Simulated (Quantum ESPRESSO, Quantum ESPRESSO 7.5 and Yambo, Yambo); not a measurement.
## A GW chain in Yambo: InSe (C2/m)

Aim: the G0W0 gap of InSe (C2/m) on PBEsol, step by step.

Method: PBEsol and many-body steps on it, plane waves, in Quantum ESPRESSO 7.5 and Yambo 5.3.0.

### Step 1. Starting point

The structure is monoclinic, space group C2/m (No. 12). Conventional cell: a = 11.653 Å, b = 4.109 Å, c = 5.073 Å, α = 90.00°, β = 109.86°, γ = 90.00°. In has 3 Se at 2.68 to 2.69 Å and 1 In at 2.80 Å nearest. Se has 3 In at 2.68 to 2.69 Å nearest. Farther neighbours and most contacts between anions are not listed.

Coordinates:

```cif
data_structure
_symmetry_space_group_name_H-M 'P 1'
_symmetry_Int_Tables_number 1
_cell_length_a 6.1781
_cell_length_b 6.1781
_cell_length_c 5.0730
_cell_angle_alpha 108.684
_cell_angle_beta 108.684
_cell_angle_gamma 38.850
_cell_volume 114.24
loop_
_atom_site_label
_atom_site_type_symbol
_atom_site_fract_x
_atom_site_fract_y
_atom_site_fract_z
_atom_site_occupancy
In1 In 0.11180 0.11180 0.95316 1
In2 In 0.88820 0.88820 0.04684 1
Se3 Se 0.33907 0.33907 0.33104 1
Se4 Se 0.66093 0.66093 0.66896 1
```

The cell and positions are those that the Materials Project relaxed with its own functionals (PBE, PBE+U or r2SCAN), kept fixed.

### Step 2. Ground state

This step: Quantum ESPRESSO 7.5; DFT, PBEsol, plane waves, norm-conserving pseudopotentials.

The ground-state density comes first.

Contents of pw.in:

```
&control
  calculation = 'scf'
  prefix = 'x'
  outdir = 'o'
  pseudo_dir = 'pseudo'
/
&system
  ibrav = 0
  nat = 4
  ntyp = 2
  ecutwfc = 78.0
  nbnd = 35
  force_symmorphic = .true.
/
&electrons
  conv_thr = 1e-10
  electron_maxstep = 80
  mixing_beta = 0.5
/
ATOMIC_SPECIES
  In 114.82 In.upf
  Se 78.971 Se.upf
CELL_PARAMETERS angstrom
  5.8263928781 -2.0546489550 -0.0000000000
  5.8263928781 2.0546489550 -0.0000000000
  -1.7232330140 0.0000000000 4.7713478577
ATOMIC_POSITIONS crystal
  In 0.1117967500 0.1117967500 0.9531586400
  In 0.8882032500 0.8882032500 0.0468413600
  Se 0.3390724100 0.3390724100 0.3310443800
  Se 0.6609275900 0.6609275900 0.6689556200
K_POINTS automatic
  6 6 4 0 0 0
```

Command:

```console
> OMP_NUM_THREADS=1 mpirun -n 4 pw.x -nk 4 -in pw.in > pw.out
```

The log of the run:

```text
Program PWSCF v.7.5 starts

     This program is part of the open-source Quantum ESPRESSO suite
     for quantum simulation of materials; please cite
         "P. Giannozzi et al., J. Phys.:Condens. Matter 21 395502 (2009);
         "P. Giannozzi et al., J. Phys.:Condens. Matter 29 465901 (2017);
         "P. Giannozzi et al., J. Chem. Phys. 152 154105 (2020);
     in publications or presentations arising from this work. More details at
     Message from routine setup:
     using ibrav=0 with symmetry is DISCOURAGED, use correct ibrav instead

     G-vector sticks info

     bravais-lattice index     =            0
     lattice parameter (alat)  =      11.6748  a.u.
     unit-cell volume          =     770.9125 (a.u.)^3
     number of atoms/cell      =            4
     number of atomic types    =            2
     number of electrons       =        58.00
     number of Kohn-Sham states=           35
     kinetic-energy cutoff     =      78.0000  Ry
     charge density cutoff     =     312.0000  Ry
     scf convergence threshold =      1.0E-10
     mixing beta               =       0.5000
     number of iterations used =            8  plain     mixing
     Exchange-correlation= PBESOL
                           (   1   4  10   8   0   0   0)

     celldm(1)=  11.674843  celldm(2)=   0.000000  celldm(3)=   0.000000
     celldm(4)=   0.000000  celldm(5)=   0.000000  celldm(6)=   0.000000

     crystal axes: (cart. coord. in units of alat)
               a(1) = (   0.943078  -0.332572  -0.000000 )
               a(2) = (   0.943078   0.332572  -0.000000 )
               a(3) = (  -0.278928   0.000000   0.772305 )

     reciprocal axes: (cart. coord. in units 2 pi/alat)
               b(1) = (  0.530179 -1.503435  0.191481 )
               b(2) = (  0.530179  1.503435  0.191481 )
               b(3) = (  0.000000  0.000000  1.294825 )
     Pseudo is Norm-conserving + core correction, Zval = 13.0
     Generated using ONCVPSP code by D. R. Hamann
     Using radial grid of 1940 points,  6 beta functions with:
     Pseudo is Norm-conserving + core correction, Zval = 16.0
     Generated using ONCVPSP code by D. R. Hamann
     Using radial grid of 1198 points,  6 beta functions with:
     In               13.00   114.82000     In( 1.00)
     Se               16.00    78.97100     Se( 1.00)

      4 Sym. Ops., with inversion, found

   Cartesian axes

     site n.     atom                  positions (alat units)
         1        In     tau(   1) = (  -0.0549964   0.0000000   0.7361293  )
         2        In     tau(   2) = (   1.6622244  -0.0000000   0.0361758  )
         3        Se     tau(   3) = (   0.5472059   0.0000000   0.2556673  )
         4        Se     tau(   4) = (   1.0600221   0.0000000   0.5166378  )

     number of k points=    47
                       cart. coord. in units 2pi/alat
        k(    1) = (   0.0000000   0.0000000   0.0000000), wk =   0.0138889
        k(    2) = (   0.0000000   0.0000000   0.3237063), wk =   0.0277778
        k(    3) = (   0.0000000   0.0000000  -0.6474125), wk =   0.0138889
        k(    4) = (   0.0883631   0.2505724   0.0319135), wk =   0.0555556
        k(    5) = (   0.0883631   0.2505724   0.3556197), wk =   0.0555556
        k(    6) = (   0.0883631   0.2505724  -0.6154991), wk =   0.0555556
        k(    7) = (   0.0883631   0.2505724  -0.2917928), wk =   0.0555556
        k(    8) = (   0.1767263   0.5011449   0.0638270), wk =   0.0555556
        k(    9) = (   0.1767263   0.5011449   0.3875332), wk =   0.0555556
        k(   10) = (   0.1767263   0.5011449  -0.5835856), wk =   0.0555556
     [... 35 further rows ...]
        k(   46) = (  -0.5301789   0.0000000   0.1322254), wk =   0.0277778
        k(   47) = (  -0.5301789   0.0000000  -0.8388934), wk =   0.0138889

     Dense  grid:    71729 G-vectors     FFT dimensions: (  72,  72,  54)

     Initial potential from superposition of free atoms

     starting charge      57.9929, renormalised to      58.0000
     Starting wfcs are   36 randomized atomic wfcs

     per-process dynamical memory:   113.5 Mb

     Self-consistent Calculation

     iteration #  1     ecut=    78.00 Ry     beta= 0.50

     Threshold (ethr) on eigenvalues was too large:
     Diagonalizing with lowered threshold

     total energy              =    -749.73221743 Ry
     estimated scf accuracy    <       0.11789827 Ry

     iteration #  2     ecut=    78.00 Ry     beta= 0.50

     total energy              =    -749.75751042 Ry
     estimated scf accuracy    <       0.02046840 Ry

     iteration #  3     ecut=    78.00 Ry     beta= 0.50

     total energy              =    -749.76090964 Ry
     estimated scf accuracy    <       0.00229071 Ry

     iteration #  4     ecut=    78.00 Ry     beta= 0.50

     total energy              =    -749.76106483 Ry
     estimated scf accuracy    <       0.00012961 Ry

     iteration #  5     ecut=    78.00 Ry     beta= 0.50

     total energy              =    -749.76109047 Ry
     estimated scf accuracy    <       0.00000944 Ry

     iteration #  6     ecut=    78.00 Ry     beta= 0.50

     total energy              =    -749.76109224 Ry
     estimated scf accuracy    <       0.00000132 Ry

     iteration #  7     ecut=    78.00 Ry     beta= 0.50

     total energy              =    -749.76109248 Ry
     estimated scf accuracy    <       0.00000007 Ry

     iteration #  8     ecut=    78.00 Ry     beta= 0.50

     total energy              =    -749.76109250 Ry
     estimated scf accuracy    <          8.8E-09 Ry

     iteration #  9     ecut=    78.00 Ry     beta= 0.50

     total energy              =    -749.76109250 Ry
     estimated scf accuracy    <          8.8E-10 Ry

     iteration # 10     ecut=    78.00 Ry     beta= 0.50

     End of self-consistent calculation

          k = 0.0000 0.0000 0.0000 (  8999 PWs)   bands (ev):

   -39.6807 -39.6804 -39.6802 -39.6800 -39.6410 -39.6406 -39.6405 -39.6400
   -39.6252 -39.6252  -7.0556  -6.9561  -6.7534  -6.7010  -6.6686  -6.6605
    -6.6198  -6.5975  -6.5649  -6.4216  -5.7447  -4.0733   2.7208   3.6097
     3.7083   5.1803   5.4567   6.0784   6.2975  10.0842  10.3801  10.9987
    12.2387  12.8589  12.8806

          k = 0.0000 0.0000 0.3237 (  8967 PWs)   bands (ev):

   -39.6807 -39.6804 -39.6802 -39.6800 -39.6410 -39.6407 -39.6403 -39.6400
   -39.6252 -39.6251  -7.0636  -6.9545  -6.7545  -6.6985  -6.6687  -6.6639
    -6.6186  -6.5971  -6.5644  -6.4265  -5.5381  -4.3048   2.2260   3.1002
     4.2827   5.5465   5.8473   6.3487   6.7910   9.1117   9.4314  11.5956
    11.6361  13.1158  13.8081

          k = 0.0000 0.0000-0.6474 (  8950 PWs)   bands (ev):

   -39.6807 -39.6804 -39.6802 -39.6800 -39.6409 -39.6407 -39.6403 -39.6400
   -39.6251 -39.6251  -7.0703  -6.9532  -6.7555  -6.6953  -6.6686  -6.6671
    -6.6174  -6.5968  -6.5641  -6.4314  -5.1935  -4.6751   1.8680   2.7766
     5.2527   5.6593   5.9792   6.3730   7.0464   8.4853   9.4691  10.9360
    11.3029  13.7237  14.3280

          k = 0.0884 0.2506 0.0319 (  8985 PWs)   bands (ev):

     [... further k-points ...]

     highest occupied, lowest unoccupied level (ev):     7.4059    8.4853

!    total energy              =    -749.76109250 Ry
     estimated scf accuracy    <          6.5E-11 Ry

     The total energy is the sum of the following terms:
     one-electron contribution =    -397.25730991 Ry
     hartree contribution      =     223.14960139 Ry
     xc contribution           =    -175.17246943 Ry
     ewald contribution        =    -400.48091454 Ry

     convergence has been achieved in  10 iterations

     XML data file, charge density, pseudopotentials, collected wavefunctions

=------------------------------------------------------------------------------=
   JOB DONE.
=------------------------------------------------------------------------------=
```

Run time: 85 s. Hardware: 4 MPI ranks of Arm Neoverse V2, shared host; peak memory 0.67 GiB; 5.7 min of CPU time.

This step gave:

* total energy: -10201.0193 eV
* gap: 1.079 eV
* k of the valence top: 0.3333, 0.3333, -0.25
* k of the conduction bottom: 0, 0, -0.5
* least direct gap: 1.295 eV

The gap is indirect, with the least direct gap 0.22 eV higher.

### Step 3. Bands along the symmetry lines

Levels along a band path, at the cheap level, show where the edges lie and whether the meshes to come will hold them.

Contents of pw.in:

```
&control
  calculation = 'bands'
  prefix = 'x'
  outdir = 'o'
  pseudo_dir = 'pseudo'
/
&system
  ibrav = 0
  nat = 4
  ntyp = 2
  ecutwfc = 78.0
  nbnd = 35
  force_symmorphic = .true.
/
&electrons
  conv_thr = 1e-9
  electron_maxstep = 80
  diago_full_acc = .true.
  diago_thr_init = 5e-6
/
ATOMIC_SPECIES
  In 114.82 In.upf
  Se 78.971 Se.upf
CELL_PARAMETERS angstrom
  5.8263928781 -2.0546489550 -0.0000000000
  5.8263928781 2.0546489550 -0.0000000000
  -1.7232330140 0.0000000000 4.7713478577
ATOMIC_POSITIONS crystal
  In 0.1117967500 0.1117967500 0.9531586400
  In 0.8882032500 0.8882032500 0.0468413600
  Se 0.3390724100 0.3390724100 0.3310443800
  Se 0.6609275900 0.6609275900 0.6689556200
K_POINTS crystal
  76
  0.00000000 0.00000000 0.00000000 1
  -0.03564312 0.03564312 0.00000000 1
  -0.07128623 0.07128623 0.00000000 1
  -0.10692935 0.10692935 0.00000000 1
  -0.14257247 0.14257247 0.00000000 1
  -0.17821558 0.17821558 0.00000000 1
  -0.21385870 0.21385870 0.00000000 1
  -0.24950181 0.24950181 0.00000000 1
  -0.28514493 0.28514493 0.00000000 1
  -0.71485507 -0.28514493 0.00000000 1
  -0.68799819 -0.31200181 0.00000000 1
  -0.66114130 -0.33885870 0.00000000 1
  -0.63428442 -0.36571558 0.00000000 1
  -0.60742754 -0.39257246 0.00000000 1
  -0.58057065 -0.41942935 0.00000000 1
  -0.55371377 -0.44628623 0.00000000 1
  -0.52685688 -0.47314312 0.00000000 1
  -0.50000000 -0.50000000 0.00000000 1
  -0.43750000 -0.43750000 0.00000000 1
  -0.37500000 -0.37500000 0.00000000 1
  -0.31250000 -0.31250000 0.00000000 1
  -0.25000000 -0.25000000 0.00000000 1
  -0.18750000 -0.18750000 0.00000000 1
  -0.12500000 -0.12500000 0.00000000 1
  -0.06250000 -0.06250000 0.00000000 1
  0.00000000 0.00000000 0.00000000 1
  -0.06250000 -0.06250000 0.06250000 1
  -0.12500000 -0.12500000 0.12500000 1
  -0.18750000 -0.18750000 0.18750000 1
  -0.25000000 -0.25000000 0.25000000 1
  -0.31250000 -0.31250000 0.31250000 1
  -0.37500000 -0.37500000 0.37500000 1
  -0.43750000 -0.43750000 0.43750000 1
  -0.50000000 -0.50000000 0.50000000 1
  -0.53028470 -0.46971530 0.50000000 1
  -0.56056940 -0.43943060 0.50000000 1
  -0.59085410 -0.40914590 0.50000000 1
  -0.62113880 -0.37886120 0.50000000 1
  -0.65142349 -0.34857651 0.50000000 1
  -0.68170819 -0.31829181 0.50000000 1
  -0.71199289 -0.28800711 0.50000000 1
  -0.74227759 -0.25772241 0.50000000 1
  -0.25772241 0.25772241 0.50000000 1
  -0.22550711 0.22550711 0.50000000 1
  -0.19329181 0.19329181 0.50000000 1
  -0.16107651 0.16107651 0.50000000 1
  -0.12886121 0.12886121 0.50000000 1
  -0.09664590 0.09664590 0.50000000 1
  -0.06443060 0.06443060 0.50000000 1
  -0.03221530 0.03221530 0.50000000 1
  0.00000000 0.00000000 0.50000000 1
  0.00000000 0.00000000 0.43750000 1
  0.00000000 0.00000000 0.37500000 1
  0.00000000 0.00000000 0.31250000 1
  0.00000000 0.00000000 0.25000000 1
  0.00000000 0.00000000 0.18750000 1
  0.00000000 0.00000000 0.12500000 1
  0.00000000 0.00000000 0.06250000 1
  0.00000000 0.00000000 0.00000000 1
  -0.50000000 0.00000000 0.50000000 1
  -0.43750000 0.00000000 0.43750000 1
  -0.37500000 0.00000000 0.37500000 1
  -0.31250000 0.00000000 0.31250000 1
  -0.25000000 0.00000000 0.25000000 1
  -0.18750000 0.00000000 0.18750000 1
  -0.12500000 0.00000000 0.12500000 1
  -0.06250000 0.00000000 0.06250000 1
  0.00000000 0.00000000 0.00000000 1
  -0.06250000 0.00000000 0.00000000 1
  -0.12500000 0.00000000 0.00000000 1
  -0.18750000 0.00000000 0.00000000 1
  -0.25000000 0.00000000 0.00000000 1
  -0.31250000 0.00000000 0.00000000 1
  -0.37500000 0.00000000 0.00000000 1
  -0.43750000 0.00000000 0.00000000 1
  -0.50000000 0.00000000 0.00000000 1
```

The log of the run:

```text
[banner, memory and clock lines left out]
Program PWSCF v.7.5 starts

     Atomic positions and unit cell read from directory:
     o/x.save/

     Message from routine setup:
     using ibrav=0 with symmetry is DISCOURAGED, use correct ibrav instead

     G-vector sticks info

     bravais-lattice index     =            0
     lattice parameter (alat)  =      11.6748  a.u.
     unit-cell volume          =     770.9125 (a.u.)^3
     number of atoms/cell      =            4
     number of atomic types    =            2
     number of electrons       =        58.00
     number of Kohn-Sham states=           35
     kinetic-energy cutoff     =      78.0000  Ry
     charge density cutoff     =     312.0000  Ry
     Exchange-correlation= PBESOL
                           (   1   4  10   8   0   0   0)

     celldm(1)=  11.674843  celldm(2)=   0.000000  celldm(3)=   0.000000
     celldm(4)=   0.000000  celldm(5)=   0.000000  celldm(6)=   0.000000

     crystal axes: (cart. coord. in units of alat)
               a(1) = (   0.943078  -0.332572  -0.000000 )
               a(2) = (   0.943078   0.332572  -0.000000 )
               a(3) = (  -0.278928   0.000000   0.772305 )

     reciprocal axes: (cart. coord. in units 2 pi/alat)
               b(1) = (  0.530179 -1.503435  0.191481 )
               b(2) = (  0.530179  1.503435  0.191481 )
               b(3) = (  0.000000  0.000000  1.294825 )
     Pseudo is Norm-conserving + core correction, Zval = 13.0
     Generated using ONCVPSP code by D. R. Hamann
     Using radial grid of 1940 points,  6 beta functions with:
     Pseudo is Norm-conserving + core correction, Zval = 16.0
     Generated using ONCVPSP code by D. R. Hamann
     Using radial grid of 1198 points,  6 beta functions with:
     In               13.00   114.82000     In( 1.00)
     Se               16.00    78.97100     Se( 1.00)

      4 Sym. Ops., with inversion, found

   Cartesian axes

     site n.     atom                  positions (alat units)
         1        In     tau(   1) = (  -0.0549964   0.0000000   0.7361293  )
         2        In     tau(   2) = (   1.6622244  -0.0000000   0.0361758  )
         3        Se     tau(   3) = (   0.5472059   0.0000000   0.2556673  )
         4        Se     tau(   4) = (   1.0600221   0.0000000   0.5166378  )

     number of k points=    76
                       cart. coord. in units 2pi/alat
        k(    1) = (   0.0000000   0.0000000   0.0000000), wk =   0.0263158
        k(    2) = (  -0.0000000   0.1071742   0.0000000), wk =   0.0263158
        k(    3) = (   0.0000000   0.2143484   0.0000000), wk =   0.0263158
[...]
[... 64 further rows ...]
        k(   75) = (  -0.2319533   0.6577527  -0.0837729), wk =   0.0263158
        k(   76) = (  -0.2650894   0.7517173  -0.0957404), wk =   0.0263158

     Dense  grid:    71729 G-vectors     FFT dimensions: (  72,  72,  54)

     The potential is recalculated from file :
     o/x.save/charge-density

     Starting wfcs are   36 randomized atomic wfcs

     Band Structure Calculation

     End of band structure calculation

          k = 0.0000 0.0000 0.0000 (  8999 PWs)   bands (ev):

   -39.6808 -39.6805 -39.6803 -39.6801 -39.6410 -39.6407 -39.6405 -39.6401
   -39.6252 -39.6252  -7.0556  -6.9560  -6.7534  -6.7009  -6.6686  -6.6605
    -6.6198  -6.5975  -6.5648  -6.4216  -5.7447  -4.0733   2.7208   3.6097
[...]
12.2387  12.8589  12.8806

          k =-0.0000 0.1072 0.0000 (  8987 PWs)   bands (ev):

[...]
11.6899  12.8360  13.2201

          k = 0.0000 0.2143 0.0000 (  8993 PWs)   bands (ev):

[...]
11.8053  12.9606  13.4050

          k =-0.0000 0.3215-0.0000 (  8991 PWs)   bands (ev):

[...]
k = 0.0000 0.4287 0.0000 (  8981 PWs)   bands (ev):

[...]
k =-0.0000 0.5359-0.0000 (  8979 PWs)   bands (ev):

[...]
k =-0.0000 0.6430-0.0000 (  8979 PWs)   bands (ev):

[...]
k = 0.0000 0.7502-0.0000 (  8995 PWs)   bands (ev):

[...]
k =-0.3976-0.0000-0.1436 (  8938 PWs)   bands (ev):

[...]
k =-0.1988-0.0000-0.0718 (  8985 PWs)   bands (ev):

[...]
k =-0.0663 0.0000 0.0570 (  8986 PWs)   bands (ev):

[...]
k =-0.1325 0.0000 0.1140 (  8988 PWs)   bands (ev):

[...]
k =-0.1988-0.0000 0.1710 (  8978 PWs)   bands (ev):

[...]
k =-0.3976-0.0000 0.3419 (  8941 PWs)   bands (ev):

[...]
k = 0.0000 0.0000 0.0000 (  8999 PWs)   bands (ev):

[...]
k =-0.0663 0.1879 0.1379 (  8990 PWs)   bands (ev):

[...]
k =-0.0331 0.0940 0.0690 (  8984 PWs)   bands (ev):

[...]
k = 0.0000 0.0000 0.0000 (  8999 PWs)   bands (ev):

[...]
k =-0.2320 0.6578-0.0838 (  8982 PWs)   bands (ev):

[...]
11.3191  11.9556  13.4302

          k =-0.2651 0.7517-0.0957 (  8980 PWs)   bands (ev):

[...]
-6.6055  -6.6038  -6.5323  -6.3889  -4.5677  -4.3128   1.3669   2.3323
     4.9641   5.2638   5.6398   5.8770   6.2457   9.0224   9.8124  11.0541
    11.0684  11.7905  13.3639

     XML data file, pseudopotentials, collected wavefunctions
```

It took 41 s on 4 MPI ranks; peak memory 0.42 GiB; 2.7 min of CPU time.

Numbers from this step:

* gap: 1.059 eV
* k of the valence top: -0.3125, -0.3125, 0.3125
* k of the conduction bottom: 0, 0, 0.5
* least direct gap: 1.288 eV

The gap is 1.059 eV, −0.021 eV from the run before at this level.

Electronic bands along the path, in eV, zero at the top of the highest filled band:

| point | band 26 | band 27 | band 28 | band 29 | band 30 | band 31 | band 32 | band 33 |
| --- | --- | --- | --- | --- | --- | --- | --- | --- |
| Γ | -2.25 | -1.97 | -1.35 | -1.13 | 2.66 | 2.95 | 3.57 | 4.81 |
| halfway | -2.41 | -1.93 | -1.33 | -1.28 | 2.07 | 2.31 | 3.35 | 5.15 |
| C | -2.25 | -1.84 | -1.31 | -1.22 | 2.30 | 2.41 | 3.66 | 3.76 |
| jump to C2 | -2.25 | -1.84 | -1.31 | -1.22 | 2.30 | 2.41 | 3.66 | 3.76 |
| halfway | -2.45 | -1.33 | -1.30 | -0.36 | 2.29 | 3.40 | 3.87 | 3.87 |
| Y2 | -2.36 | -1.18 | -0.69 | -0.06 | 1.45 | 2.58 | 3.34 | 3.95 |
| halfway | -2.20 | -1.31 | -1.03 | -0.87 | 1.58 | 2.65 | 3.78 | 5.15 |
| Γ | -2.25 | -1.97 | -1.35 | -1.13 | 2.66 | 2.95 | 3.57 | 4.81 |
| halfway | -1.89 | -1.28 | -1.10 | -0.20 | 1.43 | 3.10 | 3.53 | 4.33 |
| M2 | -1.67 | -1.29 | -0.72 | -0.48 | 2.12 | 2.96 | 3.40 | 4.71 |
| halfway | -3.30 | -1.25 | -0.64 | -0.42 | 1.71 | 3.44 | 3.87 | 5.09 |
| D | -3.11 | -2.02 | -1.78 | -0.96 | 1.60 | 3.27 | 3.61 | 5.66 |
| jump to D2 | -3.11 | -2.02 | -1.78 | -0.96 | 1.60 | 3.27 | 3.61 | 5.66 |
| halfway | -2.20 | -1.78 | -1.47 | -1.36 | 1.58 | 3.04 | 3.46 | 5.55 |
| A | -1.77 | -1.45 | -1.05 | -0.38 | 1.06 | 2.04 | 3.51 | 3.88 |
| halfway | -1.88 | -1.58 | -1.08 | -0.64 | 1.69 | 2.00 | 4.17 | 4.21 |
| Γ | -2.25 | -1.97 | -1.35 | -1.13 | 2.66 | 2.95 | 3.57 | 4.81 |
| jump to L2 | -2.96 | -2.15 | -2.10 | -1.30 | 2.43 | 3.37 | 3.64 | 4.68 |
| halfway | -3.09 | -2.12 | -1.29 | -0.89 | 2.69 | 3.20 | 3.58 | 4.74 |
| Γ | -2.25 | -1.97 | -1.35 | -1.13 | 2.66 | 2.95 | 3.57 | 4.81 |
| halfway | -2.42 | -2.04 | -1.25 | -1.10 | 2.17 | 2.54 | 3.20 | 5.30 |
| V2 | -2.16 | -1.79 | -1.55 | -1.18 | 1.60 | 2.39 | 3.63 | 3.64 |

(Continued in part 2 of 3.)

[Paths, hosts, dates, memory and timing lines, banners, echoed tables and standing remarks are left out of the program output.]

[Logs are printed without paths, hosts, clocks, repeated set-up lines and the standing remarks that a program may print on its own settings, such as how far it seeks lower states.]

[Runs of the session that timed out or met a known fault of the program may be left out.]

[Hosts, paths, dates, database ids (printed as entryN), source tags and the programs' standing remarks are cut or masked in the printed files.]
